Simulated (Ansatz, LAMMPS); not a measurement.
## Structural relaxation of Li+ BF4- in gamma-butyrolactone and acetonitrile and diethyl carbonate, from a frame at 540 K (102 atoms)

Wanted: the relaxed structure of Li+ BF4- in gamma-butyrolactone and acetonitrile and diethyl carbonate, from a frame at 540 K (102 atoms) and its electronic structure.

Method: Kohn-Sham DFT, PBE+D3(BJ), PAW (set soft_2), plane waves, in Ansatz 0.2.0.

### 1. Set-up

The cell holds 102 atoms: 30 C, 12 O, 50 H, 4 N, 1 B, 4 F and 1 Li. Cell: a = 11.111 Å, b = 11.111 Å, c = 11.111 Å, α = 90.0°, β = 90.0°, γ = 90.0°. 3 gamma-butyrolactone, 4 acetonitrile, 2 diethyl carbonate, 1 Li+, 1 BF4- placed at random, at 0.911 g/cm³; overlaps pushed apart, then 10 ps at 590 K with stiff harmonic cages for PF6 and BF4 with UFF radii; Joung-Cheatham ions (J. Phys. Chem. B 112, 9020 (2008)); MMFF94 bonds, angles, torsions, charges and radii (Halgren, J. Comput. Chem. 17, 490 (1996)) in harmonic and 12-6 forms; charges of ions scaled by 0.8. Snapshot after 30 ps at 540 K and fixed volume.

What the set-up can't give: The network of contacts between molecules at the start is that of the classical potential that made the cell. The density was typed from a rule of thumb and may lie off the real one at this temperature. The Brillouin zone is sampled at Γ only, in a cell whose shortest periodic width is 11 Å.

### 2. How the cell was made

A classical potential supplies the starting structure, since it reaches far longer times than DFT.

This step: classical MD, stiff harmonic cages for PF6 and BF4 with UFF radii; Joung-Cheatham ions (J. Phys. Chem. B 112, 9020 (2008)); MMFF94 bonds, angles, torsions, charges and radii (Halgren, J. Comput. Chem. 17, 490 (1996)) in harmonic and 12-6 forms; charges of ions scaled by 0.8 (LAMMPS 22 Jul 2025 - Update 4).

in.lmp reads:

```
# Li+ BF4- in gamma-butyrolactone and acetonitrile and diethyl carbonate
units real
atom_style full
boundary p p p
bond_style harmonic
angle_style harmonic
dihedral_style opls
improper_style harmonic
special_bonds lj 0 0 0.5 coul 0 0 0.75
read_data data.lmp
neigh_modify delay 0 every 1 check yes one 4000
comm_modify cutoff 12.0
timestep 0.5
thermo_style custom step time temp pe press density
thermo_modify norm yes
# push overlapping molecules apart
pair_style soft 2.6
pair_coeff * * 0.0
variable a equal ramp(1,60)
fix ad all adapt 1 pair soft a * * v_a
velocity all create 590 812181 mom yes dist gaussian
fix lim all nve/limit 0.03
fix lan all langevin 590 590 50 812182 zero yes
thermo 1000
run 3000 post no
unfix ad
pair_style lj/cut/coul/long 9.0
pair_modify mix arithmetic tail yes
pair_coeff 1 1 0.0678 3.3680   # C
pair_coeff 2 2 0.0763 3.0430   # O
pair_coeff 3 3 0.0678 3.4070   # C
pair_coeff 4 4 0.0763 2.9870   # O
pair_coeff 5 5 0.0216 2.5400   # H
pair_coeff 6 6 0.0678 3.5530   # C
# [... 22 lines left out ...]
compute msd all msd com yes
thermo 7500
fix md all nvt temp 540 540 100
run 30000 post no
print "== T540: mean square displacement over the hold $(c_msd[4]:%.2f) A^2"
unfix md
uncompute msd
write_dump all custom T540.dump id type xs ys zs modify sort id
```

Started as:

```
> lmp -in in.lmp -log none -nocite
```

Numbers of over 12 decimals in the logs are rounded to 6 here.

The program printed:

```text
LAMMPS (22 Jul 2025 - Update 4)
Reading data file ...
  orthogonal box = (0 0 0) to (11.11076 11.11076 11.11076)
  102 atoms
  orthogonal box = (0 0 0) to (11.11076 11.11076 11.11076)
  100 bonds
  152 angles
  140 dihedrals
  5 impropers
WARNING: Bond/angle/dihedral extent > half of periodic box length
   Step          Time           Temp          PotEng         Press         Density
         0   0              590            0.026033853    2992.1348      0.91099976
      1000   500            501.69886      1.5311472      4955.1831      0.91099976
      2000   1000           526.83637      1.4531012      2193.4914      0.91099976
[... 46 lines left out ...]
WARNING: Bond/angle/dihedral extent > half of periodic box length
   Step          Time           Temp          PotEng         Press         Density
[... 2 lines left out ...]
     30000   29000          473.85356     -1.4976876     -5110.29        0.91099976
     37500   36500          510.30063     -1.6833941      5599.6139      0.91099976
     45000   44000          560.64508     -1.5204575      8267.2281      0.91099976
     47000   46000          635.37628     -1.7690762     -1825.5568      0.91099976
WARNING: Bond/angle/dihedral extent > half of periodic box length
Loop time of 8.33178 s on 1 MPI rank(s) for 30000 steps with 102 atoms
== T540: mean square displacement over the hold 37.70 A^2
```

Run time: 14 s. Hardware: 1 thread of Arm Neoverse V2, shared host; peak memory 0.12 GiB.

The input also reads data.lmp (atoms, bonds and types; not printed here).

### 3. Single point at the start

A single point comes first, to see the forces before anything moves.

input.yaml reads:

```yaml
crystal:
  lattice:
    - [11.11076, 0.0, 0.0]
    - [0.0, 11.11076, 0.0]
    - [0.0, 0.0, 11.11076]
  atoms:
    - { symbol: C, position: [0.08644, 0.11671, 0.70077] }
    - { symbol: C, position: [0.978, 0.05843, 0.6438] }
    - { symbol: O, position: [0.01075, 0.94222, 0.60427] }
    - { symbol: C, position: [0.99893, 0.92221, 0.49021] }
    - { symbol: O, position: [0.96604, 0.00112, 0.42115] }
    - { symbol: O, position: [0.01585, 0.79911, 0.46442] }
    - { symbol: C, position: [0.00922, 0.75816, 0.34501] }
    - { symbol: C, position: [0.88669, 0.70709, 0.31831] }
    - { symbol: H, position: [0.09461, 0.08118, 0.78986] }
    - { symbol: H, position: [0.06873, 0.22222, 0.69756] }
    - { symbol: H, position: [0.1672, 0.11693, 0.64942] }
    - { symbol: H, position: [0.92368, 0.11929, 0.5876] }
    - { symbol: H, position: [0.91574, 0.03899, 0.71539] }
    - { symbol: H, position: [0.02426, 0.83444, 0.27863] }
    - { symbol: H, position: [0.0799, 0.68438, 0.34842] }
    - { symbol: H, position: [0.83229, 0.76515, 0.25484] }
    - { symbol: H, position: [0.84657, 0.69797, 0.4037] }
    - { symbol: H, position: [0.89723, 0.61803, 0.26607] }
    - { symbol: C, position: [0.64682, 0.6511, 0.67903] }
    - { symbol: C, position: [0.56786, 0.54274, 0.6826] }
    - { symbol: O, position: [0.55889, 0.5213, 0.81411] }
    - { symbol: C, position: [0.44526, 0.52632, 0.86727] }
    - { symbol: O, position: [0.35357, 0.54903, 0.81199] }
    - { symbol: O, position: [0.46986, 0.50778, 0.98656] }
    - { symbol: C, position: [0.36933, 0.51843, 0.06199] }
    - { symbol: C, position: [0.38187, 0.63486, 0.12744] }
    - { symbol: H, position: [0.66815, 0.67767, 0.59006] }
    - { symbol: H, position: [0.73954, 0.62782, 0.71217] }
    - { symbol: H, position: [0.59417, 0.7223, 0.72848] }
    - { symbol: H, position: [0.60635, 0.45361, 0.6398] }
    - { symbol: H, position: [0.47661, 0.565, 0.66065] }
    - { symbol: H, position: [0.2829, 0.51729, 0.00562] }
    - { symbol: H, position: [0.37293, 0.44807, 0.13119] }
    - { symbol: H, position: [0.41274, 0.70972, 0.0743] }
    - { symbol: H, position: [0.45228, 0.63925, 0.20606] }
    - { symbol: H, position: [0.28962, 0.65132, 0.16103] }
    - { symbol: O, position: [0.74044, 0.21572, 0.32354] }
    - { symbol: C, position: [0.67046, 0.17841, 0.40319] }
    - { symbol: C, position: [0.53633, 0.18011, 0.39113] }
    - { symbol: C, position: [0.50782, 0.15996, 0.52309] }
    - { symbol: C, position: [0.60977, 0.08272, 0.57012] }
    - { symbol: O, position: [0.70918, 0.12314, 0.5124] }
    - { symbol: H, position: [0.50012, 0.26436, 0.36324] }
    - { symbol: H, position: [0.50297, 0.10609, 0.33356] }
    - { symbol: H, position: [0.51763, 0.24436, 0.57174] }
    - { symbol: H, position: [0.42064, 0.12137, 0.54116] }
    - { symbol: H, position: [0.62387, 0.09574, 0.66515] }
    - { symbol: H, position: [0.58992, 0.99242, 0.54991] }
    - { symbol: O, position: [0.02181, 0.26335, 0.42552] }
    - { symbol: C, position: [0.0964, 0.32659, 0.47322] }
    - { symbol: C, position: [0.23944, 0.3234, 0.45304] }
    - { symbol: C, position: [0.28713, 0.38573, 0.56569] }
    - { symbol: C, position: [0.18813, 0.48805, 0.56155] }
    - { symbol: O, position: [0.07332, 0.42559, 0.54112] }
    - { symbol: H, position: [0.27253, 0.23521, 0.47072] }
    - { symbol: H, position: [0.2584, 0.35948, 0.36974] }
    - { symbol: H, position: [0.27779, 0.33142, 0.64379] }
    - { symbol: H, position: [0.37778, 0.42866, 0.56598] }
    - { symbol: H, position: [0.18013, 0.53979, 0.65453] }
    - { symbol: H, position: [0.2073, 0.5499, 0.49438] }
    - { symbol: O, position: [0.9721, 0.65709, 0.05475] }
    - { symbol: C, position: [0.95328, 0.57324, 0.98106] }
    - { symbol: C, position: [0.94352, 0.44133, 0.01751] }
    - { symbol: C, position: [0.96654, 0.37705, 0.90456] }
    - { symbol: C, position: [0.92311, 0.45857, 0.81243] }
    - { symbol: O, position: [0.93406, 0.57912, 0.86138] }
    - { symbol: H, position: [0.99742, 0.41727, 0.09037] }
    - { symbol: H, position: [0.84876, 0.42582, 0.04555] }
    - { symbol: H, position: [0.06514, 0.3625, 0.88862] }
    - { symbol: H, position: [0.9269, 0.28938, 0.9138] }
    - { symbol: H, position: [0.96514, 0.46339, 0.72494] }
    - { symbol: H, position: [0.83037, 0.43488, 0.79017] }
    - { symbol: C, position: [0.82208, 0.92996, 0.9266] }
    - { symbol: C, position: [0.74417, 0.96372, 0.02494] }
    - { symbol: "N", position: [0.68527, 0.97495, 0.10998] }
    - { symbol: H, position: [0.82296, 0.82848, 0.91358] }
    - { symbol: H, position: [0.91337, 0.95298, 0.93026] }
    - { symbol: H, position: [0.78815, 0.95727, 0.8465] }
    [... 18 atom lines left out ...]
    - { symbol: B, position: [0.16564, 0.14122, 0.13132] }
    - { symbol: F, position: [0.1855, 0.14821, 0.00931] }
    - { symbol: F, position: [0.20193, 0.25382, 0.18237] }
    - { symbol: F, position: [0.23828, 0.05079, 0.17828] }
    - { symbol: F, position: [0.05429, 0.11724, 0.17602] }
    - { symbol: Li, position: [0.93306, 0.14907, 0.32463] }
kpoints:
  mp_grid: { grid: [1, 1, 1] }
hamiltonian:
  xc: pbe
  dispersion: d3bj
scf:
  occupations: { method: fixed }
output:
  forces: true
  stress: true
  populations: true
  dos:
    method: { smearing: { sigma: 0.1 } }
    de: 0.1
    projected: { site_lists: { B: [B], C: [C], F: [F], H: [H], Li: [Li] } }
  eigenvalues: true
```

Started as:

```
> ansatz run input.yaml --threads 4 --pin off --max-ram 8192MiB --backend cpu --events-out ev --progress --plain --runs-dir out
```

The program printed:

```text
Engine: ansatz 0.2.0, aarch64-unknown-linux-gnu
Pseudopotentials: kind: paw
Pseudopotential: C, paw, valence charge 4, recommended cutoff 420 eV (normal), C.paw.azcp
Pseudopotential: O, paw, valence charge 6, recommended cutoff 420 eV (normal), O.paw.azcp
Pseudopotential: H, paw, valence charge 1, recommended cutoff 420 eV (normal), H.paw.azcp
Pseudopotential: N, paw, valence charge 5, recommended cutoff 420 eV (normal), N.paw.azcp
Pseudopotential: B, paw, valence charge 3, recommended cutoff 420 eV (normal), B.paw.azcp
Pseudopotential: F, paw, valence charge 7, recommended cutoff 420 eV (normal), F.paw.azcp
Pseudopotential: Li, paw, valence charge 3, recommended cutoff 420 eV (normal), Li.paw.azcp
[... 5 lines on functional and potentials left out ...]
Crystal: 102 atoms, lattice volume = 1371.612 Å³
Basis set: ecut = 420 eV, 26865 PW (Γ), exchange–correlation on 150×150×150 points (8 copies of the dense FFT grid, shifted against one another)
Bands: 250, of which v1, the nominal top of the filled ones, is band 148 counted from 1 (147 counted from 0)
Symmetry: 1 space group operations
Space group: P1 (ITA 1), of the structure as read, at distance tolerance 1.1e-4 Å
k-points: 1
[... 15 lines on functional and potentials left out ...]
Initial density: superposition of atomic densities (neutral atoms: chi_scale 0, normalization atom), corrected by the library's trained network
Initial wavefunctions: pseudopotential atomic-orbital guess
Functional: x = pbe(κ = 0.804, μ = 0.219515), c = pbe(β = 0.066725)
SCF iter   1: F=—  HF=-20266.345268 eV  |F-HF|=—  |Δ(HF+E_count)|=         —  Δρ=4.93e-3  dr2=4.18e-1  ethr=1.77e-3  ⟨swp⟩=5.0  Hψ=871  notcnv=0  defer=100
preconditioner: auto → Resta (q_TF=auto, 2.113 Å⁻¹)  ε∞=2.3  [insulator: Δε(μ)=4.222 eV  Ē_g=14.836 eV  n_scr=202 (ndim 8)  ℏωp=16.7 eV  f_vac=0.352  ε∞_Penn≈2.3]
SCF iter   2: F=—  HF=-20266.284792 eV  |F-HF|=—  |Δ(HF+E_count)|=   6.05e-2  Δρ=2.86e-3  dr2=1.13e-1  ethr=1.41e-4  ⟨swp⟩=3.0  Hψ=425  notcnv=0  defer=100
SCF iter   3: F=—  HF=-20266.277139 eV  |F-HF|=—  |Δ(HF+E_count)|=   7.65e-3  Δρ=1.48e-3  dr2=4.26e-2  ethr=3.81e-5  ⟨swp⟩=2.0  Hψ=291  notcnv=0  defer=100
SCF iter   4: F=—  HF=-20266.272241 eV  |F-HF|=—  |Δ(HF+E_count)|=   4.90e-3  Δρ=4.56e-4  dr2=4.16e-3  ethr=1.44e-5  ⟨swp⟩=2.0  Hψ=288  notcnv=0  defer=100
SCF iter   5: F=—  HF=-20266.271663 eV  |F-HF|=—  |Δ(HF+E_count)|=   5.78e-4  Δρ=2.74e-4  dr2=1.15e-3  ethr=1.41e-6  ⟨swp⟩=2.0  Hψ=421  notcnv=0  defer=100
SCF iter   6: F=—  HF=-20266.271477 eV  |F-HF|=—  |Δ(HF+E_count)|=   1.86e-4  Δρ=1.16e-4  dr2=2.09e-4  ethr=3.89e-7  ⟨swp⟩=2.0  Hψ=297  notcnv=0  defer=100
SCF iter   7: F=—  HF=-20266.271462 eV  |F-HF|=—  |Δ(HF+E_count)|=   1.51e-5  Δρ=5.34e-5  dr2=3.95e-5  ethr=7.06e-8  ⟨swp⟩=2.0  Hψ=289  notcnv=0  defer=99
SCF iter   8: F=—  HF=-20266.270186 eV  |F-HF|=—  |Δ(HF+E_count)|=   1.28e-3  Δρ=1.86e-5  dr2=4.75e-6  ethr=1.33e-8  ⟨swp⟩=2.0  Hψ=295  notcnv=0  defer=99
SCF iter   9: F=—  HF=-20266.270187 eV  |F-HF|=—  |Δ(HF+E_count)|=   6.19e-7  Δρ=9.66e-6  dr2=1.35e-6  ethr=1.61e-9  ⟨swp⟩=2.0  Hψ=287  notcnv=0  defer=99
SCF iter  10: F=—  HF=-20266.270187 eV  |F-HF|=—  |Δ(HF+E_count)|=   5.85e-8  Δρ=3.15e-6  dr2=1.49e-7  ethr=4.56e-10  ⟨swp⟩=2.0  Hψ=287  notcnv=0  defer=99
SCF iter  11: F=-20266.270187 eV  HF=-20266.270187 eV  |F-HF|=1.33e-8  |Δ(HF+E_count)|=   1.24e-8  Δρ=1.50e-6  dr2=3.21e-8  ethr=3.38e-11  ⟨swp⟩=18.0  Hψ=2011  notcnv=0
SCF 1 converged in 11 iterations: F = -20266.270187 eV  dr2 = 3.21e-8
  greatest PAW one-centre occupation: 1.000 electrons in one spin orbital (limit 2), on the Li atom at site 101 (counted from 0), in its partial waves of l = 0
SCF converged after 11 iterations
Free energy (F): -20266.270187 eV
Harris-Foulkes:  -20266.270187 eV  (|F-HF|=1.33e-8)
Internal energy: -20266.270187 eV  (E = F + TS)
E sigma→0 (E₀):  -20266.270187 eV
Fermi energy:    -2.066454 eV
--- Per-component energies (eV) ---
  E_band       = -2827.913159
  E_kinetic    = 6923.348063
  E_local      = -27589.410120  (includes V_loc(G=0)·N_el)
  E_nonlocal   = 1944.477398
  E_hartree    = 10576.402085
  E_xc         = -3357.450841
  E_vxc        = -4229.607961  (∫ρ·V_xc dr)
  E_paw        = -6320.668646  (= ΣΔE_a)
  E_vpaw       = -1029.497353  (= ΣTr[D̂ρ^β])
  E_aug_tail   = -0.030283  (compensation charges beyond the density's cutoff)
  E_ewald      = -2438.729829
  E_disp       = -4.208014  (pairwise vdW)
  E_smearing   = -0.000000  (= −TS)
  E_closure    = -0.000000  (closes the sum)
  Σ components = -20266.270187   (vs F -20266.270187, Δ=0.00e0)
--- Forces (eV/Å), atoms counted from 1 ---
  atom   1  C     -1.50850120     3.30694103    -0.57938276
  atom   2  C     -0.23787820     1.32373785     1.38044405
  atom   3  O      0.34034345    -1.24769428     0.52514883
  atom   4  C     -0.96928949    -1.57130623    -2.15524324
  atom   5  O      0.21291231    -0.56840418    -1.18066506
  atom   6  O      0.09870885     3.11236076     2.34418516
  atom   7  C      0.94628334    -0.00463392    -1.80295863
  atom   8  C      0.04098519    -0.86749935    -2.78490011
  atom   9  H      0.69064529     0.21611036     0.81822998
  atom  10  H      0.08170246    -2.05941089     0.83400901
  atom  11  H      0.98192980    -0.80107703    -0.60668625
  atom  12  H      0.62298615    -0.68454266    -0.80618046
  atom  13  H     -0.50063518    -0.11848297     0.72322953
  atom  14  H      0.63019112    -0.91766401     0.76332745
[...]
atom 101  F     -2.97351411    -0.19289294     0.00720707
  atom 102  Li     0.21437187    -0.03099369     0.00656848
  max |Σ_I F_I| component: 5.03e-5 eV/Å
--- Stress (GPa, compression-positive) ---
        0.877955       0.257808      -1.164094
        0.257808       0.059096      -0.198263
       -1.164095      -0.198263       1.645720
  P = ⅓ Tr σ = 0.8609 GPa (8.609 kbar)
--- Band table (eV) ---
  k-point 0: bands = ["-45.9091", "-25.5641", "-25.4054", "-24.3850", [... 234 levels ...], "8.8722", "8.9337", "8.9908", "9.0567", "9.1133", "9.1491", "9.2200", "9.2854", "9.3349", "9.4324", "9.4964", "9.5235"]
--- Löwdin populations: 102 sites ---
  site symbol       q [e]
     0      C      4.4485
     1      C      4.0611
     2      O      6.2314
[...]
101     Li      2.2089
  spilling = 0.013498 (of n_electrons = 296.000000)
```

Wall time 11 s (4 threads of Arm Neoverse V2, shared host); peak memory 1.4 GiB; 44 s of CPU time.

Reading the cycles: dr2 is the Hartree energy of the density residual (eV), the measure of convergence; HF is the Harris–Foulkes estimate of the energy, which meets the free energy F at convergence.

Read from the output:

```yaml
free_energy: -20266.2702 eV
free_energy_per_atom: -198.6889 eV/atom
scf_cycles: 11
pressure: 0.8609 GPa
r_m_s_force_component: 1.283 eV/Å
longest_force: 5.607 eV/Å
fermi_energy: -2.066 eV
spacing_of_highest_filled_and_lowest_empty_level: 4.024 eV
spilling_of_the_projection: 0.0135
```

The r.m.s. force component of 1.3 eV/Å and the pressure of 0.86 GPa set the starting point.

Neighbours are counted within 1.34 Å (H-C), 1.85 Å (C-C), 1.73 Å (C-O), 1.62 Å (C-N), 2.27 Å (O-Li), 1.72 Å (F-B), 2.46 Å (F-Li).

Length of the force by element and coordination:

```tsv
element	coordination	atoms	mean length of the force (eV/Å)	spread	least	most
B	all	1	2.51	0	2.51	2.51
C	all	30	2.76	1.15	0.917	5.61
C	2	4	2.49	1.83	1.02	5.61
C	3	5	2.97	0.168	2.70	3.11
C	4	21	2.77	1.10	0.917	5.23
F	all	4	1.63	0.893	0.467	2.98
F	1	3	1.19	0.510	0.467	1.58
F	2	1	2.98	0	2.98	2.98
H	all	50	1.41	0.797	0.236	4.49
Li	all	1	0.217	0	0.217	0.217
N	all	4	1.53	1.36	0.482	3.86
O	all	12	1.99	1.29	0.478	4.74
O	1	2	2.10	1.10	0.999	3.20
O	2	10	1.97	1.33	0.478	4.74
```

(Continued in part 2 of 3.)

[Logs are printed without paths, hosts, clocks, repeated set-up lines and the standing remarks that a program may print on its own settings, such as how far it seeks lower states.]

[Hosts, paths, dates, database ids (printed as entryN), source tags and the programs' standing remarks are cut or masked in the printed files.]

[The MMFF94 radii named for the starting cell were scaled by 0.96; in molecules described by MMFF94, hydrogen bound to N, O or S took a small fixed 12-6 site in their place.]
